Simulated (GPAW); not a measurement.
**bcc Fe11Ni5: moments or none**

Wanted: the moments of bcc Fe11Ni5 and the energy gained by spin polarisation.

Main program and level: GPAW 26.7.0; PBE; plane waves with GPAW's PAW setups, scalar-relativistic.

## Step 1: The starting structure

The structure is tetragonal, space group P4/mmm (No. 123). Conventional cell: a = 5.697 Å, b = 5.697 Å, c = 5.697 Å, α = 90.00°, β = 90.00°, γ = 90.00°. Nearest to Ni lie 8 Fe at 2.47 Å. Fe has 5 Ni at 2.47 Å and 3 Fe at 2.47 Å nearest. Ni has 8 Fe at 2.47 Å nearest. Nearest to Fe lie 8 Fe at 2.47 Å. Nearest to Fe lie 8 Fe at 2.47 Å. ordered model alloy on an ideal lattice, lattice constant by linear interpolation, atoms not relaxed. Farther neighbours are not listed.

The cell is a made-up one and need not be a known phase.

## Step 2: Start 1: ferro ++++++++++++++++

The parallel start comes first: it fits the smallest cell, keeps the most symmetry and shows whether parallel moments form.

Input file order1.py:

```python
import json
import numpy as np
from ase import Atoms
from ase.parallel import paropen, parprint
from gpaw import GPAW

atoms = Atoms(['Ni', 'Fe', 'Ni', 'Fe', 'Ni', 'Fe', 'Fe', 'Fe', 'Fe', 'Fe', 'Fe', 'Fe', 'Ni', 'Fe', 'Ni', 'Fe'],
    cell=[[5.697, 0.0, 0.0],
         [0.0, 5.697, 0.0],
         [0.0, 0.0, 5.697]],
    scaled_positions=[[0.0, 0.0, 0.0],
         [0.25, 0.25, 0.25],
         [0.0, 0.0, 0.5],
         [0.25, 0.25, 0.75],
         [0.0, 0.5, 0.0],
         [0.25, 0.75, 0.25],
         [0.0, 0.5, 0.5],
         [0.25, 0.75, 0.75],
         [0.5, 0.0, 0.0],
         [0.75, 0.25, 0.25],
         [0.5, 0.0, 0.5],
         [0.75, 0.25, 0.75],
         [0.5, 0.5, 0.0],
         [0.75, 0.75, 0.25],
         [0.5, 0.5, 0.5],
         [0.75, 0.75, 0.75]],
    pbc=True,
    magmoms=[0.8, 2.4, 0.8, 2.4, 0.8, 2.4, 2.4, 2.4, 2.4, 2.4, 2.4, 2.4, 0.8, 2.4, 0.8, 2.4])
atoms.calc = GPAW(mode={'name': 'pw', 'ecut': 450},
    xc='PBE',
    kpts={'size': (7, 7, 7), 'gamma': True},
    occupations={'name': 'fermi-dirac', 'width': 0.05},
    convergence={'density': 1e-05, 'energy': 1e-05},
    maxiter=200,
    mixer={'name': 'pulay', 'beta': 0.04, 'nmaxold': 8, 'weight': 100},
    symmetry={'tolerance': 1e-4},
    txt='order1.txt')
e = atoms.get_potential_energy(force_consistent=True)
res = {'free_energy': e, 'energy_sigma0': atoms.get_potential_energy(), 'fermi_energy': atoms.calc.get_fermi_level()}
res['moments'] = atoms.get_magnetic_moments().tolist()
res['total'] = atoms.get_magnetic_moment()
parprint('site moments (muB):', np.round(res['moments'], 3))
parprint(f"total moment: {res['total']:.3f} muB")
parprint(f'free energy: {e:.6f} eV')
atoms.calc.write('order1.gpw')
with paropen('results.json', 'w') as f:
    json.dump(res, f)
```

The run is started by

```sh
> OMP_NUM_THREADS=1 mpirun -n 4 gpaw python order1.py > order1.log
```

Numbers of over 12 decimals in the logs are rounded to 6 here.

What it wrote:

```text
site moments (muB): [0.812 2.719 0.852 2.719 0.829 2.719 2.402 2.719 2.436 2.719 2.413 2.719
 0.812 2.719 0.852 2.719]
total moment: 32.913 muB
free energy: -134.748761 eV

--- order1.txt ---
Input parameters:
  mode=PW(ecut=450),
  convergence={'density': 1e-05, 'energy': 1e-05},
  kpts=MonkhorstPack(size=(7, 7, 7), gamma=True),
  maxiter=200,
  mixer=Pulay(name='pulay', nmaxold=8, beta=0.04, weight=100, sigma=0.015, g_ss=None),
  occupations=Occupations(name='fermi-dirac', width=0.05),
  symmetry=Symmetry(tolerance=0.0001),
  xc=XC(name='PBE')

Diagonalizing LCAO Hamiltonian
Converting LCAO to pw mode
    .-------------.
   /|             |
  / |  Fe     Fe  |
 *  |             |
 |  |Fe     Fe    |
 |Fe|    Ni       |
 |  |  Fe     Fe  |
 Ni .Fe-Fe--Fe----.
 | /             /
 |/i     Ni     /
 Ni-----Fe-----*

Atoms  # Å, Bohr magnetons
|    | symbol |        x |        y |        z |    initial magnetic moments |
|----|--------|----------|----------|----------|-----------------------------|
|  0 |     Ni | 0.000000 | 0.000000 | 0.000000 | ( 0.0000,  0.0000,  0.8000) |
|  1 |     Fe | 1.424250 | 1.424250 | 1.424250 | ( 0.0000,  0.0000,  2.4000) |
|  2 |     Ni | 0.000000 | 0.000000 | 2.848500 | ( 0.0000,  0.0000,  0.8000) |
|  3 |     Fe | 1.424250 | 1.424250 | 4.272750 | ( 0.0000,  0.0000,  2.4000) |
|  4 |     Ni | 0.000000 | 2.848500 | 0.000000 | ( 0.0000,  0.0000,  0.8000) |
|  5 |     Fe | 1.424250 | 4.272750 | 1.424250 | ( 0.0000,  0.0000,  2.4000) |
|  6 |     Fe | 0.000000 | 2.848500 | 2.848500 | ( 0.0000,  0.0000,  2.4000) |
|  7 |     Fe | 1.424250 | 4.272750 | 4.272750 | ( 0.0000,  0.0000,  2.4000) |
|  8 |     Fe | 2.848500 | 0.000000 | 0.000000 | ( 0.0000,  0.0000,  2.4000) |
|  9 |     Fe | 4.272750 | 1.424250 | 1.424250 | ( 0.0000,  0.0000,  2.4000) |
| 10 |     Fe | 2.848500 | 0.000000 | 2.848500 | ( 0.0000,  0.0000,  2.4000) |
| 11 |     Fe | 4.272750 | 1.424250 | 4.272750 | ( 0.0000,  0.0000,  2.4000) |
| 12 |     Ni | 2.848500 | 2.848500 | 0.000000 | ( 0.0000,  0.0000,  0.8000) |
| 13 |     Fe | 4.272750 | 4.272750 | 1.424250 | ( 0.0000,  0.0000,  2.4000) |
| 14 |     Ni | 2.848500 | 2.848500 | 2.848500 | ( 0.0000,  0.0000,  0.8000) |
| 15 |     Fe | 4.272750 | 4.272750 | 4.272750 | ( 0.0000,  0.0000,  2.4000) |

Unit cell  # Å
| periodic |        x |        y |        z |  lengths |    angles |
|----------|----------|----------|----------|----------|-----------|
|      yes | 5.697000 | 0.000000 | 0.000000 | 5.697000 | 90.000000 |
|      yes | 0.000000 | 5.697000 | 0.000000 | 5.697000 | 90.000000 |
|      yes | 0.000000 | 0.000000 | 5.697000 | 5.697000 | 90.000000 |

Number of symmetries: 8

BZ-sampling:
  Number of BZ points: 343
  Number of IBZ points: 64

  Monkhorst-Pack size: [7, 7, 7]
  Monkhorst-Pack shift: [0, 0, 0]

K-points  # in reciprocal-cell coordinates
|     |                                coordinates |     weight |
|-----|--------------------------------------------|------------|
|   0 | (  0.00000000,   0.00000000,   0.00000000) | 0.00291545 |
|   1 | (  0.00000000,   0.00000000,   0.14285714) | 0.00583090 |
|   2 | (  0.00000000,   0.00000000,   0.28571429) | 0.00583090 |
|   3 | (  0.00000000,   0.00000000,   0.42857143) | 0.00583090 |
|   4 | (  0.00000000,   0.14285714,   0.00000000) | 0.00583090 |
|   5 | (  0.00000000,   0.14285714,   0.14285714) | 0.01166181 |
|   6 | (  0.00000000,   0.14285714,   0.28571429) | 0.01166181 |
|   7 | (  0.00000000,   0.14285714,   0.42857143) | 0.01166181 |
|   8 | (  0.00000000,   0.28571429,   0.00000000) | 0.00583090 |
|   9 | (  0.00000000,   0.28571429,   0.14285714) | 0.01166181 |
| ... |                                            |            |
|  63 | (  0.42857143,   0.42857143,   0.42857143) | 0.02332362 |

Plane wave coefficients: 4024
Cutoff: 450.000000 eV

Spin-components: 2 (collinear spins)
Bands:           124
Projectors:      96
Spin-degeneracy: 1
Datatype:        complex128

Parallelization:
  kpt:    4
  domain: 1
  band:   1

Density:
  Valence electrons: 168.0
  Components: 2
  Grid points: [28 28 28]
  Charge: 0.0  # |e|

Potential:
  Grid points: [28 28 28]

species:
  Ni:
    name:    Nickel
    Z:       28.0
    valence: 16
    core:    12
    charge:  0.0  # [|e|]
    compensation charges:
      type: gauss
      rc: 0.36  # [Å]
      lmax: 2
    cutoffs:
      filter: 2.14  # [Å]
      core: 1.98  # [Å]
    projectors
    | kind |    occ | energy [eV] | rcut [Å] |
    |------|--------|-------------|----------|
    |   4s |  2.000 |      -5.642 |    1.164 |
    |   3p |  6.000 |     -71.394 |    1.207 |
    |   4p |  0.000 |      -1.226 |    1.207 |
    |   3d |  8.000 |      -8.875 |    1.138 |
    |    s |        |      21.570 |    1.164 |
    |    d |        |      18.337 |    1.138 |

    Using partial waves for Ni as LCAO basis

  Fe:
    name:    Iron
    Z:       26.0
    valence: 8
    core:    18
    charge:  0.0  # [|e|]
    compensation charges:
      type: gauss
      rc: 0.33  # [Å]
      lmax: 2
    cutoffs:
      filter: 2.06  # [Å]
      core: 2.67  # [Å]
    projectors
    | kind |    occ | energy [eV] | rcut [Å] |
    |------|--------|-------------|----------|
    |   4s |  2.000 |      -5.291 |    1.164 |
    |   4p |  0.000 |      -1.326 |    1.058 |
    |   3d |  6.000 |      -7.505 |    1.058 |
    |    s |        |      21.920 |    1.164 |
    |    p |        |      25.885 |    1.058 |
    |    d |        |      19.706 |    1.058 |

    Using partial waves for Fe as LCAO basis

Reference energy: -587653.992836  # eV

eigensolver:
  PPCG
  Converge bands: occupied
  niter=2

density mixing:
  Pulay-Mixer
  Linear mixing parameters: 0.04
  Old densities: 8
  Fourier metric: weight=100, sigma=0.015

occupation numbers:
  Fermi-Dirac:
    width: 0.0500  # eV

poisson solver:
  ecut: 3600.000000  # eV

xc functional:
  name: PBE with 2 nearest neighbor stencil

convergence criteria:
- Maximum integral of absolute [dens]ity change: 1e-05 electrons / valence electron
- Maximum [total energy] change in last 3 cyles: 1e-05 eV / valence electron
- Maximum integral of absolute [eigenst]ate change: 4e-08 eV^2 / valence electron
maximum number of iterations: 200

SCF iterations
|iter     |      energy | eigst |  dens |  magmom |
|---------|-------------|-------|-------|---------|
|iter:   1|       0s | -132.940477 | +0.66 |       | +30.4474|
|iter:   2|      30s | -132.582742 | -0.58 | -1.07 | +30.4732|
|iter:   3|      61s | -132.678241 | -1.26 | -1.22 | +30.5262|
|iter:   4|      91s | -132.828822 | -1.83 | -1.27 | +30.6055|
|iter:   5|     122s | -133.133452 | -2.01 | -1.30 | +30.7630|
|iter:   6|     152s | -133.313010 | -2.42 | -1.34 | +30.8576|
|iter:   7|     183s | -134.126820 | -2.04 | -1.37 | +31.4208|
|iter:   8|     213s | -134.542722 | -1.97 | -1.57 | +31.9516|
|iter:   9|     243s | -134.566436 | -2.79 | -1.85 | +32.0147|
|iter:  10|     274s | -134.634084 | -2.61 | -1.90 | +32.3513|
[... 12 iterations left out ...]
|iter:  23|     668s | -134.661915c| -7.27 | -3.97 | +32.9048|
|iter:  24|     698s | -134.661912c| -7.37 | -4.01 | +32.9085|
|iter:  25|     724s | -134.661908c| -7.49c| -4.09 | +32.9107|
|iter:  26|     753s | -134.661903c| -7.57c| -4.15 | +32.9119|
|iter:  27|     783s | -134.661895c| -7.50c| -4.25 | +32.9118|
|iter:  28|     799s | -134.661889c| -7.62c| -4.45 | +32.9124|
|iter:  29|     822s | -134.661885c| -7.59c| -4.65 | +32.9125|
|iter:  30|     836s | -134.661882c| -7.88c| -4.85 | +32.9128|
|iter:  31|     851s | -134.661881c| -8.09c| -4.94 | +32.9129|
|iter:  32|     865s | -134.661880c| -8.21c| -5.03c| +32.9131|

Converged in 32 steps
Energy contributions relative to reference atoms: (reference = -587653.992836)

Energy contributions:
  Kinetic:         134.125971
  Coulomb:        -108.207985
  Zero:              2.192839
  External:          0.000000
  Xc:             -162.685825
  Entropy:          -0.173761
  Spinorbit:         0.000000
  ----------------------------
  Free energy:    -134.748761
  Extrapolated:   -134.661880

dipole moment: (-49.062150, -51.271316, -49.053127)  # |e|*Ang

Total magnetic moment: (0.000000, 0.000000, 32.913092)

Local magnetic moments
|        x |        y |        z |
|----------|----------|----------|
| 0.000000 | 0.000000 | 0.811687 |  # Ni   0
| 0.000000 | 0.000000 | 2.718833 |  # Fe   1
| 0.000000 | 0.000000 | 0.851618 |  # Ni   2
| 0.000000 | 0.000000 | 2.718833 |  # Fe   3
| 0.000000 | 0.000000 | 0.828578 |  # Ni   4
| 0.000000 | 0.000000 | 2.718833 |  # Fe   5
| 0.000000 | 0.000000 | 2.402482 |  # Fe   6
| 0.000000 | 0.000000 | 2.718833 |  # Fe   7
| 0.000000 | 0.000000 | 2.435561 |  # Fe   8
| 0.000000 | 0.000000 | 2.718833 |  # Fe   9
| 0.000000 | 0.000000 | 2.412563 |  # Fe  10
| 0.000000 | 0.000000 | 2.718833 |  # Fe  11
| 0.000000 | 0.000000 | 0.811687 |  # Ni  12
| 0.000000 | 0.000000 | 2.718833 |  # Fe  13
| 0.000000 | 0.000000 | 0.851618 |  # Ni  14
| 0.000000 | 0.000000 | 2.718833 |  # Fe  15

Fermi level: 9.628
Eigenvalues  # (at kpt = [0.000, 0.000, 0.000])
| band index |      eig [eV] | occ [0-1] |      eig [eV] | occ [0-1] |
|------------|---------------|-----------|---------------|-----------|
|          0 |       -54.955 |     1.000 |       -53.837 |     1.000 |
|        ... |               |           |               |           |
|         81 |         8.152 |     1.000 |        10.522 |     0.000 |
|         82 |         8.173 |     1.000 |        10.522 |     0.000 |
|         83 |         8.245 |     1.000 |        10.525 |     0.000 |
|         84 |         8.315 |     1.000 |        10.590 |     0.000 |
|         85 |         8.359 |     1.000 |        10.926 |     0.000 |
|         86 |         8.435 |     1.000 |        10.978 |     0.000 |
|         87 |         8.867 |     1.000 |        11.115 |     0.000 |
|         88 |         8.867 |     1.000 |        11.115 |     0.000 |
|         89 |         9.004 |     1.000 |        11.174 |     0.000 |
|         90 |         9.015 |     1.000 |        11.302 |     0.000 |
|         91 |         9.074 |     1.000 |        11.305 |     0.000 |
|         92 |         9.182 |     1.000 |        11.305 |     0.000 |
|         93 |         9.195 |     1.000 |        11.333 |     0.000 |
|         94 |         9.195 |     1.000 |        11.342 |     0.000 |
|         95 |         9.204 |     1.000 |        11.348 |     0.000 |
|         96 |         9.217 |     1.000 |        11.358 |     0.000 |
|        ... |               |           |               |           |
|        123 |        18.763 |     0.000 |        19.155 |     0.000 |

No gap
No difference between direct/indirect transitions
```

Wall time 15 min (4 MPI ranks of Arm Neoverse V2, shared host); peak memory 2.1 GiB.

Spin moment in the augmentation sphere by atom:

```
atom  spin moment in the augmentation sphere (μB)
 Ni1                                         0.81
 Fe2                                         2.72
 Ni3                                         0.85
 Fe4                                         2.72
 Ni5                                         0.83
 Fe6                                         2.72
 Fe7                                         2.40
 Fe8                                         2.72
 Fe9                                         2.44
Fe10                                         2.72
Fe11                                         2.41
Fe12                                         2.72
Ni13                                         0.81
Fe14                                         2.72
Ni15                                         0.85
Fe16                                         2.72
```

Read from the output:

| Item | Value |
| --- | --- |
| magnetization | 32.91 μB |
| final state | ferromagnetic |

After 32 cycles the largest moment stands at 2.72 μB.

(Continued in part 2 of 2.)

[Logs and program files are shortened in this print: banners, set-up blocks, solver, clock and traceback lines can be left out without a mark of their own.]

[Logs are printed without paths, hosts, clocks, repeated set-up lines and the standing remarks that a program may print on its own settings, such as how far it seeks lower states.]

[Hosts, paths, dates, database ids (printed as entryN), source tags and the programs' standing remarks are cut or masked in the printed files.]

[Where a cell is said to come from a database of computed structures, the database is the Materials Project.]
